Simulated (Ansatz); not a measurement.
# linear Y chain under tension and compression

Does stretching change the magnetism or the channel count of the linear Y chain?

Calculated with Ansatz 0.2.0; DFT PBE, plane waves, PAW; relaxation of a chain's period, in the first sound run; inputs show where later runs differ.

Report form: the programs' logs are mostly left out.

In doubt: warnings of the run leave room for a lower electronic state (step 2), so energies may not be the lowest and differences between runs may mislead.

**1. The starting structure**

The cell holds 1 atom: 1 Y. Its edges and angles: a = 7.500 Å, b = 7.500 Å, c = 3.534 Å, α = 90.0°, β = 90.0°, γ = 90.0°. Vacuum lies along a and b. The structure's axis is c.

**2. The relaxed wire**

Band widths follow the bond lengths, so the chain is relaxed first. The atoms and the third cell vector are free; the box across stays fixed as vacuum. Moments are seeded so that a magnetic state can form if it lies lower. A Fermi-Dirac smearing is set since the result may be a metal. The pressure printed is a third of the stress's trace over the whole box, vacuum included; only the stress along the axis is relaxed.

input.yaml reads:

```yaml
crystal:
  lattice:
    - [7.5, 0.0, 0.0]
    - [0.0, 7.5, 0.0]
    - [0.0, 0.0, 3.534]
  atoms:
    - { symbol: "Y", position: [0.5, 0.5, 0.0], spin: 1.0 }
magnetization:
  spin_polarized: true
kpoints:
  mp_grid: { grid: [1, 1, 23] }
scf:
  occupations: { method: fermi_dirac, width: 0.05 }
hamiltonian:
  xc: pbe
relax:
  cell: { fix: [a, b, alpha, beta, gamma] }
  max_steps: 60
```

Run with:

```bash
$ ansatz run input.yaml --threads 4 --pin off --max-ram 8192MiB --backend cpu --events-out ev --progress --plain --runs-dir out
```

Elapsed: 14 s, on 4 threads of Arm Neoverse V2, shared host; peak memory 0.42 GiB; 50 s of CPU time.

Step by step:

| step | energy less that of the first step (eV) | largest force component (eV/Å) | pressure (GPa) | volume (Å³) |
| --- | --- | --- | --- | --- |
| 1 | 0.0000 | 0.0000 | -0.84 | 198.79 |
| 2 | -0.0433 | 0.0000 | -0.75 | 193.92 |
| 3 | -0.0985 | 0.0000 | -0.48 | 184.23 |
| 4 | -0.1057 | 0.0000 | -0.46 | 178.78 |
| 5 | -0.1509 | 0.0000 | -0.40 | 169.09 |
| 6 | -0.1374 | 0.0000 | -0.14 | 162.18 |
| 7 | -0.1511 | 0.0000 | -0.32 | 167.32 |
| 8 | -0.1514 | 0.0000 | -0.35 | 168.08 |
| 9* | -0.1513 | 0.0000 | -0.35 | 168.08 |

Relaxation steps marked * repeat the geometry before them on a plane-wave basis chosen anew for their cell, so energy and pressure can jump there. Relaxation step 6 was tried and not accepted.

| cell as run | before | after | change |
| --- | --- | --- | --- |
| c (Å) | 3.534 | 2.988 | -15.4 % |

The relaxed structure:

```
Y
1.0
     7.50000    0.00000    0.00000
     0.00000    7.50000    0.00000
     0.00000    0.00000    2.98812
Y
1
Direct
  0.50000 0.50000 0.00000
```

This step gave:

* energy at zero smearing: -3845.8627 eV
* cell length along the wire: 2.988 Å

The cell's length comes to 2.988 Å with no moment. That is -15 % against the start, more than a small adjustment.

The cell shrank by 15.4 % in its periodic edges.

**3. The chain at a fixed length, period over the relaxed period 0.88, k-mesh 1×1×31**

This step: DFT PBE, plane waves, PAW; channels and complex bands of a perfect chain (Ansatz 0.2.0).

The period is set to 0.88 times the relaxed one: shorter bonds widen the bands.

The cell differs from the one that the last finished run ended in (c 2.988 → 2.630 Å).

input.yaml, the sections that differ from step 2:

```yaml
crystal:
  lattice:
    - [7.5, 0.0, 0.0]
    - [0.0, 7.5, 0.0]
    - [0.0, 0.0, 2.6295484796]
  atoms:
    - { symbol: "Y", position: [0.5, 0.5, 0.0], spin: 1.0 }
kpoints:
  mp_grid: { grid: [1, 1, 31] }
output:
  transmission:
    e_range: [-2, 2]
    de: 0.035
    kmesh: [1, 1]
    reduced_basis: true
    leads: [[0, 0]]
  stress: true
# magnetization, scf, hamiltonian: as in step 2
# relax: removed
```

Elapsed: 31 s, on 4 threads; peak memory 0.53 GiB.

This step gave:

```
energy at zero smearing                                   : -3845.6758 eV
channels at the energy nearest the Fermi level, spin up   : 4
channels at the energy nearest the Fermi level, spin down : 4
conductance of the lead as this run defines it            : 4.000 G₀
band gap                                                  : 0 eV
```

The open channels of the lead by energy, zero at the Fermi level:

| energy (eV) | spin up | spin down |
| --- | --- | --- |
| -2.000 | 1 | 1 |
| -1.790 | 1 | 1 |
| -1.615 | 1 | 1 |
| -1.405 | 1 | 1 |
| -1.195 | 1 | 1 |
| -0.985 | 3 | 3 |
| -0.810 | 3 | 3 |
| -0.600 | 3 | 3 |
| -0.390 | 4 | 4 |
| -0.215 | 4 | 4 |
| -0.005 | 4 | 4 |
| 0.205 | 4 | 4 |
| 0.415 | 5 | 5 |
| 0.590 | 5 | 5 |
| 0.800 | 6 | 6 |
| 1.010 | 6 | 6 |
| 1.185 | 6 | 6 |
| 1.395 | 6 | 6 |
| 1.605 | 4 | 4 |
| 1.815 | 4 | 4 |

At the computed energy nearest the Fermi level there are 4 spin-up and 4 spin-down channels, and the thermal average gives 4.00 G₀.

**4. The chain at a fixed length, period over the relaxed period 0.92, k-mesh 1×1×30**

The period is set to 0.92 times the relaxed one: shorter bonds widen the bands.

The cell differs from the one that the last finished run ended in (c 2.630 → 2.749 Å).

input.yaml, as its differences from that of step 3:

```diff
@@ -4,3 +4,3 @@
     - [0.0, 7.5, 0.0]
-    - [0.0, 0.0, 2.6295484796]
+    - [0.0, 0.0, 2.7490734105]
   atoms:
@@ -10,3 +10,3 @@
 kpoints:
-  mp_grid: { grid: [1, 1, 31] }
+  mp_grid: { grid: [1, 1, 30] }
 scf:
```

The job ended after 27 s (4 threads; peak memory 0.51 GiB; 90 s of CPU time).

At the computed energy nearest the Fermi level there are 4 spin-up and 4 spin-down channels, and the thermal average gives 4.00 G₀.

**5. The chain at a fixed length, period over the relaxed period 0.96, k-mesh 1×1×28**

The period is set to 0.96 times the relaxed one: shorter bonds widen the bands.

The cell differs from the one that the last finished run ended in (c 2.749 → 2.869 Å).

input.yaml, as its differences from that of step 4:

```diff
@@ -4,3 +4,3 @@
     - [0.0, 7.5, 0.0]
-    - [0.0, 0.0, 2.7490734105]
+    - [0.0, 0.0, 2.8685983414]
   atoms:
@@ -10,3 +10,3 @@
 kpoints:
-  mp_grid: { grid: [1, 1, 30] }
+  mp_grid: { grid: [1, 1, 28] }
 scf:
```

It took 20 s on 4 threads; peak memory 0.44 GiB; 68 s of CPU time.

At the computed energy nearest the Fermi level there are 4 spin-up and 4 spin-down channels, and the thermal average gives 4.00 G₀.

**6. At a set period, period over the relaxed period 1, k-mesh 1×1×27**

The period is set to 1.0 times the relaxed one, as the point of reference.

input.yaml, as its differences from that of step 5:

```diff
@@ -4,3 +4,3 @@
     - [0.0, 7.5, 0.0]
-    - [0.0, 0.0, 2.8685983414]
+    - [0.0, 0.0, 2.9881232722]
   atoms:
@@ -10,3 +10,3 @@
 kpoints:
-  mp_grid: { grid: [1, 1, 28] }
+  mp_grid: { grid: [1, 1, 27] }
 scf:
```

It took 19 s on 4 threads; peak memory 0.43 GiB; 65 s of CPU time.

Table of open channels of the lead by energy, zero at the Fermi level:

| energy (eV) | spin up | spin down |
| --- | --- | --- |
| -2.00 | 1 | 1 |
| -1.90 | 1 | 1 |
| -1.79 | 1 | 1 |
| -1.69 | 1 | 1 |
| -1.58 | 1 | 1 |
| -1.48 | 1 | 1 |
| -1.37 | 1 | 1 |
| -1.23 | 1 | 1 |
| -1.12 | 1 | 1 |
| -1.02 | 1 | 1 |
| -0.92 | 1 | 1 |
| -0.81 | 1 | 1 |
| -0.70 | 1 | 1 |
| -0.60 | 1 | 1 |
| -0.49 | 3 | 3 |
| -0.39 | 3 | 3 |
| -0.28 | 3 | 3 |
| -0.18 | 4 | 4 |
| -0.07 | 4 | 4 |
| -0.01 | 4 | 4 |
| 0.07 | 4 | 4 |
| 0.17 | 4 | 4 |
| 0.28 | 4 | 4 |
| 0.38 | 4 | 4 |
| 0.48 | 5 | 5 |
| 0.59 | 5 | 5 |
| 0.69 | 5 | 5 |
| 0.80 | 6 | 6 |
| 0.91 | 6 | 6 |
| 1.01 | 6 | 6 |
| 1.11 | 6 | 6 |
| 1.22 | 6 | 6 |
| 1.36 | 4 | 4 |
| 1.47 | 4 | 4 |
| 1.57 | 4 | 4 |
| 1.68 | 4 | 4 |
| 1.78 | 3 | 3 |
| 1.89 | 3 | 3 |
| 1.99 | 3 | 3 |

At the computed energy nearest the Fermi level there are 4 spin-up and 4 spin-down channels, and the thermal average gives 4.00 G₀.

**7. The chain at a fixed length, period over the relaxed period 1.04, k-mesh 1×1×26**

The period is set to 1.04 times the relaxed one: longer bonds narrow the bands.

The cell differs from the one that the last finished run ended in (c 2.988 → 3.108 Å).

input.yaml, as its differences from that of step 6:

```diff
@@ -4,3 +4,3 @@
     - [0.0, 7.5, 0.0]
-    - [0.0, 0.0, 2.9881232722]
+    - [0.0, 0.0, 3.1076482031]
   atoms:
@@ -10,3 +10,3 @@
 kpoints:
-  mp_grid: { grid: [1, 1, 27] }
+  mp_grid: { grid: [1, 1, 26] }
 scf:
```

It took 20 s on 4 threads; peak memory 0.44 GiB; 70 s of CPU time.

At the computed energy nearest the Fermi level there are 4 spin-up and 4 spin-down channels, and the thermal average gives 4.00 G₀. The change of length costs 0.020 eV a cell and leaves no moment.

**8. At a set period, period over the relaxed period 1.08, k-mesh 1×1×25**

The period is set to 1.08 times the relaxed one: longer bonds narrow the bands.

The cell differs from the one that the last finished run ended in (c 3.108 → 3.227 Å).

input.yaml, as its differences from that of step 7:

```diff
@@ -4,3 +4,3 @@
     - [0.0, 7.5, 0.0]
-    - [0.0, 0.0, 3.1076482031]
+    - [0.0, 0.0, 3.227173134]
   atoms:
@@ -10,3 +10,3 @@
 kpoints:
-  mp_grid: { grid: [1, 1, 26] }
+  mp_grid: { grid: [1, 1, 25] }
 scf:
```

It took 20 s on 4 threads; peak memory 0.44 GiB; 70 s of CPU time.

At the computed energy nearest the Fermi level there are 4 spin-up and 1 spin-down channels, and the thermal average gives 2.63 G₀. The change of length costs 0.047 eV a cell and leaves an absolute moment of 1.56 μB a cell.

Between step 3 and this run (period over the relaxed period 1.08 and k-mesh 1×1×25) the value for the conductance of the lead as this run defines it moves from 4.00 G₀ to 2.63 G₀ (-34 %).

**9. At a set period, period over the relaxed period 1.13, k-mesh 1×1×24**

The period is set to 1.13 times the relaxed one: longer bonds narrow the bands.

The cell differs from the one that the last finished run ended in (c 3.227 → 3.377 Å).

input.yaml, as its differences from that of step 8:

```diff
@@ -4,3 +4,3 @@
     - [0.0, 7.5, 0.0]
-    - [0.0, 0.0, 3.227173134]
+    - [0.0, 0.0, 3.3765792976]
   atoms:
@@ -10,3 +10,3 @@
 kpoints:
-  mp_grid: { grid: [1, 1, 25] }
+  mp_grid: { grid: [1, 1, 24] }
 scf:
```

The job ended after 27 s (4 threads; peak memory 0.49 GiB).

The open channels of the lead by energy, zero at the Fermi level:

| energy (eV) | spin up | spin down |
| --- | --- | --- |
| -2.00 | 1 | 0 |
| -1.90 | 1 | 1 |
| -1.79 | 1 | 1 |
| -1.69 | 1 | 1 |
| -1.58 | 1 | 1 |
| -1.48 | 1 | 1 |
| -1.37 | 1 | 1 |
| -1.23 | 1 | 1 |
| -1.12 | 1 | 1 |
| -1.02 | 1 | 1 |
| -0.92 | 1 | 1 |
| -0.81 | 3 | 1 |
| -0.70 | 3 | 1 |
| -0.60 | 3 | 1 |
| -0.49 | 4 | 1 |
| -0.39 | 4 | 1 |
| -0.28 | 4 | 1 |
| -0.18 | 4 | 1 |
| -0.07 | 4 | 1 |
| -0.01 | 4 | 1 |
| 0.07 | 4 | 1 |
| 0.17 | 5 | 1 |
| 0.28 | 5 | 4 |
| 0.38 | 6 | 4 |
| 0.48 | 6 | 4 |
| 0.59 | 6 | 5 |
| 0.69 | 5 | 5 |
| 0.80 | 5 | 6 |
| 0.91 | 5 | 6 |
| 1.01 | 4 | 5 |
| 1.11 | 3 | 5 |
| 1.22 | 0 | 5 |
| 1.36 | 0 | 5 |
| 1.47 | 0 | 5 |
| 1.57 | 0 | 1 |
| 1.68 | 0 | 1 |
| 1.78 | 0 | 1 |
| 1.89 | 0 | 1 |
| 1.99 | 0 | 2 |

At the computed energy nearest the Fermi level there are 4 spin-up and 1 spin-down channels, and the thermal average gives 2.52 G₀. The change of length costs 0.076 eV a cell and leaves an absolute moment of 1.58 μB a cell.

For the conductance of the lead as this run defines it, step 3 gave 4.00 G₀; this run, with period over the relaxed period 1.13 and k-mesh 1×1×24, gives 2.52 G₀ (-37 %).

**10. The chain at a fixed length, period over the relaxed period 1.2, k-mesh 1×1×23**

The period is set to 1.2 times the relaxed one: longer bonds narrow the bands.

The cell differs from the one that the last finished run ended in (c 3.377 → 3.586 Å).

input.yaml, as its differences from that of step 9:

```diff
@@ -4,3 +4,3 @@
     - [0.0, 7.5, 0.0]
-    - [0.0, 0.0, 3.3765792976]
+    - [0.0, 0.0, 3.5857479267]
   atoms:
@@ -10,3 +10,3 @@
 kpoints:
-  mp_grid: { grid: [1, 1, 24] }
+  mp_grid: { grid: [1, 1, 23] }
 scf:
```

Run time: 24 s. Hardware: 4 threads; peak memory 0.46 GiB; 77 s of CPU time.

At the computed energy nearest the Fermi level there are 4 spin-up and 1 spin-down channels, and the thermal average gives 2.51 G₀. The change of length costs 0.177 eV a cell and leaves an absolute moment of 1.52 μB a cell.

For the conductance of the lead as this run defines it, step 3 gave 4.00 G₀; this run, with period over the relaxed period 1.2 and k-mesh 1×1×23, gives 2.51 G₀ (-37 %).

**11. At a set period, period over the relaxed period 1.3, k-mesh 1×1×21**

The period is set to 1.3 times the relaxed one: longer bonds narrow the bands.

The cell differs from the one that the last finished run ended in (c 3.586 → 3.885 Å).

input.yaml, as its differences from that of step 10:

```diff
@@ -4,3 +4,3 @@
     - [0.0, 7.5, 0.0]
-    - [0.0, 0.0, 3.5857479267]
+    - [0.0, 0.0, 3.8845602539]
   atoms:
@@ -10,3 +10,3 @@
 kpoints:
-  mp_grid: { grid: [1, 1, 23] }
+  mp_grid: { grid: [1, 1, 21] }
 scf:
```

Wall time 20 s (4 threads); peak memory 0.45 GiB; 67 s of CPU time.

The open channels of the lead by energy, zero at the Fermi level:

| energy (eV) | spin up | spin down |
| --- | --- | --- |
| -2.000 | 1 | 0 |
| -1.895 | 1 | 0 |
| -1.790 | 1 | 1 |
| -1.685 | 1 | 1 |
| -1.615 | 1 | 1 |
| -1.510 | 1 | 1 |
| -1.405 | 1 | 1 |
| -1.300 | 1 | 1 |
| -1.195 | 1 | 1 |
| -1.090 | 1 | 1 |
| -0.985 | 1 | 1 |
| -0.915 | 1 | 1 |
| -0.810 | 1 | 1 |
| -0.705 | 1 | 1 |
| -0.600 | 1 | 1 |
| -0.495 | 1 | 1 |
| -0.390 | 1 | 1 |
| -0.285 | 3 | 1 |
| -0.215 | 4 | 1 |
| -0.110 | 4 | 1 |
| -0.005 | 3 | 1 |
| 0.100 | 3 | 1 |
| 0.205 | 4 | 1 |
| 0.310 | 5 | 1 |
| 0.415 | 5 | 1 |
| 0.485 | 5 | 3 |
| 0.590 | 6 | 4 |
| 0.695 | 2 | 4 |
| 0.800 | 2 | 5 |
| 0.905 | 2 | 5 |
| 1.010 | 2 | 5 |
| 1.115 | 2 | 3 |
| 1.185 | 0 | 3 |
| 1.290 | 0 | 2 |
| 1.395 | 2 | 2 |
| 1.500 | 2 | 2 |
| 1.605 | 2 | 2 |
| 1.710 | 2 | 0 |
| 1.815 | 2 | 0 |
| 1.885 | 2 | 0 |

At the computed energy nearest the Fermi level there are 3 spin-up and 1 spin-down channels, and the thermal average gives 2.12 G₀. The change of length costs 0.379 eV a cell and leaves an absolute moment of 1.38 μB a cell.

Between step 3 and this run (period over the relaxed period 1.3 and k-mesh 1×1×21) the value for the conductance of the lead as this run defines it moves from 4.00 G₀ to 2.12 G₀ (-47 %).

**12. Side by side**

Times are for 4 threads of Arm Neoverse V2, shared host. Results by setting:

| no. | period over the relaxed period | conductance of the lead as this run defines it (G₀) | absolute moment (μB) | energy at zero smearing less the lowest (eV) | time | memory (GiB) |
| --- | --- | --- | --- | --- | --- | --- |
| 1 | 0.88 | 4.000 | 0 | 0.1839 | 31 s | 0.53 |
| 2 | 0.92 | 4.000 | 0 | 0.06789 | 27 s | 0.51 |
| 3 | 0.96 | 4.000 | 0 | 0.01258 | 20 s | 0.44 |
| 4 | 1 | 4.000 | 0 | 0 | 19 s | 0.43 |
| 5 | 1.04 | 4.000 | 0 | 0.02020 | 20 s | 0.44 |
| 6 | 1.08 | 2.631 | 1.562 | 0.04685 | 20 s | 0.44 |
| 7 | 1.13 | 2.521 | 1.584 | 0.07590 | 27 s | 0.49 |
| 8 | 1.2 | 2.508 | 1.517 | 0.1775 | 24 s | 0.46 |
| 9 | 1.3 | 2.122 | 1.384 | 0.3787 | 20 s | 0.45 |

**13. A repeat with changed settings**

This step: DFT PBE, plane waves, PAW; channels and complex bands of a perfect chain; changed: scf.occupations.width = null, scf.occupations.method = "tetrahedron", scf.lower_state_search = "standard" (Ansatz 0.2.0).

The atoms of the run at the relaxed period are kept and the input is varied, to see whether the result depends on it.

input.yaml, the sections that differ from step 11:

```yaml
crystal:
  lattice:
    - [7.5, 0.0, 0.0]
    - [0.0, 7.5, 0.0]
    - [0.0, 0.0, 2.9881232722]
  atoms:
    - { symbol: "Y", position: [0.5, 0.5, 0.0], spin: 1.0 }
kpoints:
  mp_grid: { grid: [1, 1, 27] }
scf:
  occupations: { method: tetrahedron }
  lower_state_search: standard
# magnetization, hamiltonian, output: as in step 11
```

Wall time 19 s (4 threads); peak memory 0.43 GiB.

This step gave:

| Item | Value |
| --- | --- |
| total moment | 0.03234 μB |
| absolute moment | 0.03388 μB |
| channels at the energy nearest the Fermi level, spin up | 4 |
| channels at the energy nearest the Fermi level, spin down | 4 |
| conductance of the lead as this run defines it | 4.000 G₀ |

Open channels of the lead against energy, zero at the Fermi level:

| energy (eV) | spin up | spin down |
| --- | --- | --- |
| -2.000 | 1 | 1 |
| -1.790 | 1 | 1 |
| -1.615 | 1 | 1 |
| -1.405 | 1 | 1 |
| -1.195 | 1 | 1 |
| -0.985 | 1 | 1 |
| -0.810 | 1 | 1 |
| -0.600 | 1 | 1 |
| -0.390 | 3 | 3 |
| -0.215 | 4 | 4 |
| -0.005 | 4 | 4 |
| 0.205 | 4 | 4 |
| 0.415 | 4 | 4 |
| 0.590 | 5 | 5 |
| 0.800 | 6 | 6 |
| 1.010 | 6 | 6 |
| 1.185 | 6 | 6 |
| 1.395 | 4 | 4 |
| 1.605 | 4 | 4 |
| 1.815 | 3 | 3 |

It took 19 s against 19 s for the run it varies, and the conductance is 4.00 G₀ against 4.00 G₀.

The channels at the energy nearest the Fermi level, spin up, channels at the energy nearest the Fermi level, spin down and conductance of the lead as this run defines it stay within 0.2 % plus 0.001 of the run it varies.

**14. Outcome**

- relaxed cell length: 2.988 Å
- conductance at period × 0.88: 4.00 G₀
- conductance at period × 1.0: 4.00 G₀
- conductance at period × 1.13: 2.52 G₀
- conductance at period × 1.3: 2.12 G₀
- absolute moment at period × 0.88: 0 μB
- absolute moment at period × 1.0: 0 μB
- absolute moment at period × 1.3: 1.38 μB

**Reading.** In these runs no moment survives at the shortest period, and one is present from a factor of 1.08 on: longer bonds narrow the bands, which favours exchange splitting. The conductance goes from 4.00 G₀ at the shortest period to 2.12 G₀ at the longest, while the magnetic state changes too. Transport is coherent and elastic here: the atoms are frozen, so scattering by vibrations plays no part. No search over magnetic orders was made; another may lie lower. For the perfect chain only parallel moments were started; its antiparallel and spiral orders were not tested. Conductances of a perfect chain off the multiples of half a G0 come from band edges within the thermal window; the square box also splits pairs of bands that an isolated chain keeps degenerate, which moves such edges. The lead's cell of one atom keeps the chain straight and evenly spaced; a zigzag or dimerised form may lie lower.

[Logs are printed without paths, hosts, clocks, repeated set-up lines and the standing remarks that a program may print on its own settings, such as how far it seeks lower states.]

[Hosts, paths, dates, database ids (printed as entryN), source tags and the programs' standing remarks are cut or masked in the printed files.]
